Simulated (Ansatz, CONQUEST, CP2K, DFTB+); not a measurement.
## DFTB+ on amorphous carbon (123 atoms): settings against a plane-wave reference

Wanted: DFTB+ inputs and outputs for amorphous carbon (123 atoms), checked against a plane-wave reference.

Calculated with DFTB+ 25.1; the method is named at each step.

## (1) The starting structure

The cell holds 123 atoms: 123 C. Its edges and angles: a = 11.085 Å, b = 11.085 Å, c = 11.085 Å, α = 90.0°, β = 90.0°, γ = 90.0°. 123 atoms (123 C) placed at random at 1.8 g/cm³, melted at 6000 K for 10 ps at fixed volume with the LCBOP (Los and Fasolino, Phys. Rev. B 68, 024107 (2003)). Quenched from 5000 K to 300 K at 500 K/ps and fixed volume, held 5 ps, then minimised at fixed cell. Then every atom was moved at random, 0.05 Å r.m.s. a Cartesian component.

The yardstick, on the same geometry:

| Item | Value |
| --- | --- |
| method | Kohn-Sham DFT, PBE, PAW, plane waves (Ansatz 0.2.0); cutoff 420 eV, Γ point, fermi-dirac smearing of 0.05 eV; PAW set soft_2 |
| r.m.s. force component | 2.713 eV/Å |
| longest force | 10.65 eV/Å |
| pressure | -10.01 GPa |
| SCF cycles | 12 |
| time | 13 s on 4 threads of Intel Xeon 6975P-C (Granite Rapids), shared host |
| CPU time | 44 s |

## (2) IPEA1-xTB

Method: IPEA1-xTB tight binding, diagonalisation.

The input, dftb_in.hsd:

```
Geometry = GenFormat {
  <<< geo.gen
}
Driver = {}
Hamiltonian = xTB {
  Method = "IPEA1-xTB"
  SccTolerance = 1e-06
  MaxSccIterations = 300
  Mixer = Broyden { MixingParameter = 0.05 }
  Filling = Fermi { Temperature [K] = 580 }
  KPointsAndWeights = { 0.0 0.0 0.0 1.0 }
}
Analysis {
  PrintForces = Yes
  MullikenAnalysis = Yes
}
ParserOptions { ParserVersion = 14 }
```

The input, geo.gen:

```
123 F
C
1 1 0.55002 0.05158 0.22971
2 1 0.65986 0.63115 0.06072
3 1 0.30363 0.36381 0.40071
4 1 0.20854 0.06433 0.98860
5 1 0.68919 0.57693 0.34991
6 1 0.03559 0.95198 0.47657
7 1 0.72570 0.28682 0.39214
8 1 0.32320 0.46776 0.32548
9 1 0.41710 0.12893 0.89576
10 1 0.85890 0.50421 0.58493
11 1 0.30882 0.79853 0.37589
12 1 0.56995 0.77080 0.34564
13 1 0.98476 0.36546 0.46156
14 1 0.65289 0.74011 0.87116
15 1 0.17642 0.57301 0.92810
16 1 0.81486 0.93571 0.96051
17 1 0.29543 0.50935 0.68236
18 1 0.11609 0.98642 0.56281
19 1 0.76149 0.72291 0.80385
20 1 0.25135 0.05422 0.77119
21 1 0.20323 0.70296 0.97228
22 1 0.10966 0.50691 0.28194
23 1 0.19932 0.48694 0.00197
24 1 0.14998 0.97104 0.79030
25 1 0.52462 0.58011 0.74014
26 1 0.74558 0.04459 0.34419
27 1 0.92413 0.01466 0.23446
28 1 0.46013 0.09593 0.13621
29 1 0.68235 0.17448 0.65614
30 1 0.29694 0.09830 0.66026
31 1 0.00240 0.33241 0.33607
32 1 0.60277 0.48951 0.68055
33 1 0.40435 0.18315 0.68373
34 1 0.23220 0.05548 0.54426
35 1 0.61456 0.14900 0.76857
36 1 0.92472 0.61851 0.09624
37 1 0.29925 0.09272 0.89807
38 1 0.43275 0.47728 0.26484
39 1 0.67455 0.74420 0.00189
40 1 0.66396 0.30315 0.04320
41 1 0.08743 0.39723 0.26618
42 1 0.07456 0.52393 0.59616
43 1 0.68870 0.70585 0.36597
44 1 0.95793 0.59447 0.57819
45 1 0.76033 0.04340 0.91574
46 1 0.60948 0.49216 0.38638
47 1 0.80452 0.29624 0.28130
48 1 0.60844 0.21353 0.35781
49 1 0.10082 0.41168 0.52915
50 1 0.43811 0.79206 0.40332
51 1 0.22459 0.37133 0.51283
52 1 0.74414 0.86389 0.04667
53 1 0.33121 0.74025 0.96412
54 1 0.88423 0.57157 0.87020
55 1 0.16986 0.38394 0.06766
56 1 0.48209 0.74697 0.14084
[... 67 atom lines left out ...]
0.0 0.0 0.0
11.08510 0.00000 0.00000
0.00000 11.08510 0.00000
0.00000 0.00000 11.08510
```

Started as:

```
OMP_NUM_THREADS=1 dftb+ > output.txt
```

The program printed:

```text
Reading input file 'dftb_in.hsd'
Parser version: 14
--------------------------------------------------------------------------------
Processed input in HSD format written to 'dftb_pin.hsd'
Starting initialization...
--------------------------------------------------------------------------------
WARNING!
-> Dipole printed for extended system : value printed is not well defined
Mode:                        Static calculation
Self consistent charges:     Yes
SCC-tolerance:                 0.100000E-05
Max. scc iterations:                    300
Shell resolved Hubbard:      Yes
Spin polarisation:           No
Nr. of up electrons:           246.000000
Nr. of down electrons:         246.000000
Periodic boundaries:         Yes
Electronic solver:           Relatively robust
Mixer:                       Broyden mixer
Mixing parameter:                  0.050000
Nr. of chrg. vec. in memory:            300
Max. SCC-cycles:                        300
tblite library version:      0.3.0
-> parametrization:          IPEA1-xTB
-> repulsion:                Yes
-> dispersion:               Yes
-> halogen bonding:          Yes
-> electrostatics:           Yes
   -> isotropic:             Yes
   -> anisotropic:           No
   -> third-order:           Yes
Electronic temperature:              0.183675E-02 H      0.499806E-01 eV
Initial charges:             Set automatically (system chrg:   0.000E+00)
Included shells:             C:  s, p, s2
K-points and weights:           1:  0.000000  0.000000  0.000000     1.000000
K-points in absolute space:     1:  0.000000  0.000000  0.000000
Extra options:
                             Mulliken analysis
                             Force calculation
Force type                   original
--------------------------------------------------------------------------------
***  Geometry step: 0
 iSCC Total electronic   Diff electronic      SCC error
    1   -0.29708459E+03    0.00000000E+00    0.13917950E+01
    2   -0.29745899E+03   -0.29708459E+03    0.10784354E+01
    3   -0.29491788E+03   -0.37439958E+00    0.10926385E+01
    4   -0.29682048E+03    0.25411109E+01    0.56856217E+00
    5   -0.29745303E+03   -0.19025978E+01    0.17561948E+00
    6   -0.29756910E+03   -0.63255431E+00    0.10182228E+00
    7   -0.29760599E+03   -0.11607275E+00    0.28317992E-01
    8   -0.29760943E+03   -0.36886725E-01    0.19159695E-01
    9   -0.29760968E+03   -0.34423343E-02    0.65854131E-02
   10   -0.29760978E+03   -0.24520868E-03    0.64359200E-02
   11   -0.29760979E+03   -0.10379864E-03    0.55992316E-02
   12   -0.29760979E+03   -0.14238703E-04    0.42234259E-02
   13   -0.29760977E+03    0.89814321E-05    0.17897257E-02
   14   -0.29760978E+03    0.14495897E-04    0.66534818E-03
   15   -0.29760978E+03   -0.83152789E-05    0.17077637E-03
   16   -0.29760978E+03    0.16116154E-05    0.70502841E-04
   17   -0.29760978E+03   -0.15358004E-05    0.33790581E-04
   18   -0.29760978E+03    0.57054785E-06    0.13336386E-04
   19   -0.29760978E+03   -0.69207999E-08    0.96558087E-05
>> Charges saved for restart in charges.bin
   20   -0.29760978E+03   -0.33406536E-07    0.13346032E-04
   21   -0.29760978E+03    0.24850237E-07    0.10123574E-04
   22   -0.29760978E+03   -0.10854819E-07    0.20843761E-05
>> Charges saved for restart in charges.bin
   23   -0.29760978E+03   -0.34853599E-07    0.97745222E-06
Total Energy:                     -292.7471090859 H        -7966.0541 eV
Extrapolated to 0K:               -292.7502294812 H        -7966.1391 eV
Total Mermin free energy:         -292.7533498765 H        -7966.2240 eV
Force related energy:             -292.7533498765 H        -7966.2240 eV
Volume:                              0.919211E+04 au^3   0.136213E+04 A^3
Pressure:                           -0.957265E-03 au    -0.281637E+11 Pa
```

detailed.out:

```text
Fermi distribution function
Calculation with static geometry
********************************************************************************
 iSCC Total electronic   Diff electronic      SCC error
   23   -0.29760978E+03   -0.34853599E-07    0.97745222E-06
********************************************************************************
 Total charge:    -0.00000000
 Atomic gross charges (e)
 Atom           Charge
    1      -0.00152597
    2       0.00037228
    3       0.00888055
    4       0.00073970
    5       0.01208629
    6       0.00222090
    7       0.00281869
    8       0.01181938
    9       0.01159693
   10       0.00882163
   11       0.00082838
   12      -0.01657787
[...]
119      -0.00497330
  120       0.01652472
  121      -0.00432727
  122       0.00213781
  123      -0.01230979
Fermi level:                        -0.3474204620 H           -9.4538 eV
Band energy:                      -308.6108607135 H        -8397.7288 eV
TS:                                  0.0062407906 H            0.1698 eV
Band free energy (E-TS):          -308.6171015041 H        -8397.8986 eV
Extrapolated E(0K):               -308.6139811088 H        -8397.8137 eV
Input / Output electrons (q):    492.0000000000    492.0000000000
Energy H0:                        -297.6338892940 H        -8099.0302 eV
Energy SCC:                          0.0241102492 H            0.6561 eV
Total Electronic energy:          -297.6097790448 H        -8098.3741 eV
Repulsive energy:                    5.2701330167 H          143.4076 eV
Halogen correction energy:           0.0000000000 H            0.0000 eV
Total energy:                     -292.7471090859 H        -7966.0541 eV
Extrapolated to 0:                -292.7502294812 H        -7966.1391 eV
Total Mermin free energy:         -292.7533498765 H        -7966.2240 eV
Force related energy:             -292.7533498765 H        -7966.2240 eV
Non-constrained calculation
SCC converged
Total Forces
    1      0.007400851156     -0.071268897276     -0.067441839752
    2     -0.021398915520     -0.076837740240     -0.004821918609
    3     -0.034133022937     -0.020393813347     -0.027009225004
    4     -0.019822768854     -0.065463192430     -0.037758367618
    5      0.000274934826      0.001028729911     -0.022725752864
    6      0.000130109826      0.006785233141     -0.137825474373
    7     -0.027543528739     -0.033384861711      0.015818062643
    8     -0.071826226368     -0.007365017915      0.029756372466
    9      0.054579921805      0.018505734479      0.051745641031
   10     -0.037724255416      0.004167686080      0.054276195180
   11      0.008932908724      0.056107670233     -0.038848703710
[...]
119     -0.057119116351     -0.005036358188      0.048420900466
  120     -0.146327064953      0.152781237300      0.004406403091
  121     -0.029123857638     -0.004395125842      0.013096759114
  122      0.043176483274      0.063946849550     -0.051241005824
  123      0.025020579091     -0.003780287531     -0.080782028407
Total stress tensor
     -0.001045258731     -0.000113289127     -0.000020917557
     -0.000113289127     -0.000933668565     -0.000102426063
     -0.000020917557     -0.000102426063     -0.000892866624
Total lattice derivs
      0.458670391614      0.049712446146      0.009178841434
      0.049712446146      0.409703466966      0.044945620663
      0.009178841434      0.044945620663      0.391799151533
Maximal derivative component:        0.230719E+00 au
Volume:                              0.919211E+04 au^3
Pressure:                           -0.957265E-03 au    -0.281637E+11 Pa
Warning: dipole moment is not defined absolutely!
Dipole moment:    1.27065150   -0.69698759    1.06047494 au
Dipole moment:    3.22967423   -1.77156589    2.69545866 Debye
```

It took 20 s on 1 thread of Intel Xeon 6975P-C (Granite Rapids), shared host; peak memory 1 GiB.

Banners, paths, timers and routine set-up lines are dropped from the logs unmarked, and long logs keep their key lines alone; longer cuts are marked.

Against the reference:

| Quantity | Value |
| --- | --- |
| r.m.s. force component | 3.366 eV/Å |
| r.m.s. difference of force components | 739.9 meV/Å |
| longest difference of force vectors | 3621 meV/Å |
| force difference over r.m.s. force | 27.27 % |
| slope of forces against the reference's | 1.233 |
| correlation of force components | 0.9934 |
| pressure | -28.16 GPa |
| pressure difference | -18.15 GPa |

Local excerpt of 10 atoms (numbers count through the whole input) about C96, picked at random; x, y, z are measured from there.

| atom | x | y | z | distance (Å) | bonds | Mulliken charge (e) | Fx | Fy | Fz (eV/Å) |
| --- | --- | --- | --- | --- | --- | --- | --- | --- | --- |
| C96 | 0.00 | 0.00 | 0.00 | 0.00 | 3 | 0.00 | -1.53 | 1.94 | 0.85 |
| C116 | 1.51 | -0.03 | 0.01 | 1.51 | 3 | -0.03 | 0.89 | -0.98 | 3.31 |
| C86 | -0.90 | -0.04 | -1.24 | 1.53 | 3 | -0.01 | -1.29 | 4.09 | 2.99 |
| C6 | -0.73 | 0.38 | 1.30 | 1.53 | 3 | 0.00 | 0.01 | 0.35 | -7.09 |
| C18 | 0.17 | 0.77 | 2.25 | 2.38 | 3 | -0.01 | 3.41 | -1.32 | 5.49 |
| C118 | -1.31 | -1.34 | -1.52 | 2.41 | 3 | 0.00 | -1.32 | -5.90 | -4.78 |
| C108 | 2.04 | 1.39 | 0.71 | 2.57 | 3 | 0.00 | -1.81 | 0.44 | -5.44 |
| C27 | -1.96 | 1.08 | -1.39 | 2.63 | 3 | 0.01 | 11.86 | 0.65 | -0.38 |
| C111 | -2.28 | 0.29 | 1.33 | 2.65 | 3 | 0.00 | 6.72 | -7.24 | 0.89 |
| C11 | 2.30 | -1.32 | 0.18 | 2.66 | 3 | 0.00 | 0.46 | 2.89 | -2.00 |

Forces lie 27 % from the reference's, at 0.46 times its CPU time (on 1 against 4 cores).

## (3) DFTB 3ob-3-1

Method: third-order SCC-DFTB tight binding, 3ob-3-1 parameters, diagonalisation.

The folder slako/ holds the set 3ob-3-1.

dftb_in.hsd, as its differences from that of step 2:

```diff
@@ -4,4 +4,17 @@
 Driver = {}
-Hamiltonian = xTB {
-  Method = "IPEA1-xTB"
+Hamiltonian = DFTB {
+  Scc = Yes
+  SlaterKosterFiles = Type2FileNames {
+    Prefix = "slako/"
+    Separator = "-"
+    Suffix = ".skf"
+  }
+  MaxAngularMomentum {
+    C = "p"
+  }
+  ThirdOrderFull = Yes
+  HCorrection = Damping { Exponent = 4.0 }
+  HubbardDerivs {
+    C = -0.1492
+  }
   SccTolerance = 1e-06
```

geo.gen is that of step 2.

Started as:

```
OMP_NUM_THREADS=1 dftb+ > output.txt
```

The program printed:

```text
Reading input file 'dftb_in.hsd'
Parser version: 14
--------------------------------------------------------------------------------
Reading SK-files:
./slako/C-C.skf
Done.
[... lines left out ...]
WARNING!
[... lines left out ...]
 iSCC Total electronic   Diff electronic      SCC error
[... lines left out ...]
   26   -0.20893571E+03   -0.19618341E-07    0.62743185E-06
Total Energy:                     -206.3174171928 H        -5614.1826 eV
Extrapolated to 0K:               -206.3210335782 H        -5614.2810 eV
Total Mermin free energy:         -206.3246499637 H        -5614.3794 eV
Force related energy:             -206.3246499637 H        -5614.3794 eV
Volume:                              0.919211E+04 au^3   0.136213E+04 A^3
Pressure:                           -0.173198E-03 au    -0.509565E+10 Pa
```

detailed.out:

```text
Fermi distribution function
Calculation with static geometry
********************************************************************************
 iSCC Total electronic   Diff electronic      SCC error
[... lines left out ...]
Fermi level:                        -0.1670031263 H           -4.5444 eV
[... lines left out ...]
Band free energy (E-TS):          -210.3508112001 H        -5723.9368 eV
[... lines left out ...]
Total energy:                     -206.3174171928 H        -5614.1826 eV
[... lines left out ...]
Total Mermin free energy:         -206.3246499637 H        -5614.3794 eV
[... lines left out ...]
SCC converged
Total Forces
[... lines left out ...]
      0.023013205553      0.076952063004      0.014669749104
      0.018672126848      0.014669748609      0.073967825830
Maximal derivative component:        0.224130E+00 au
Volume:                              0.919211E+04 au^3
Pressure:                           -0.173198E-03 au    -0.509565E+10 Pa
Warning: dipole moment is not defined absolutely!
Dipole moment:    1.49978128    0.08197987    4.87730493 au
Dipole moment:    3.81206409    0.20837205   12.39687358 Debye
```

Run time: 1.4 s. Hardware: 1 thread; peak memory 0.11 GiB.

Compared with the plane-wave run:

- r.m.s. force component: 3.208 eV/Å
- r.m.s. difference of force components: 626.6 meV/Å
- longest difference of force vectors: 3128 meV/Å
- force difference over r.m.s. force: 23.1 %
- slope of forces against the reference's: 1.173
- correlation of force components: 0.9916
- pressure: -5.096 GPa
- pressure difference: 4.917 GPa

Against the first run (27 %), the force difference from the reference is 23 %, at 0.067 times the CPU time.

[end of part 1 of 2]

[Also dropped from logs without a mark: logging warnings of Python, and SIESTA's first energy breakdown and zero terms.]

[Logs are printed without paths, hosts, clocks, repeated set-up lines and the standing remarks that a program may print on its own settings, such as how far it seeks lower states.]

[Hosts, paths, dates, database ids (printed as entryN), source tags and the programs' standing remarks are cut or masked in the printed files.]
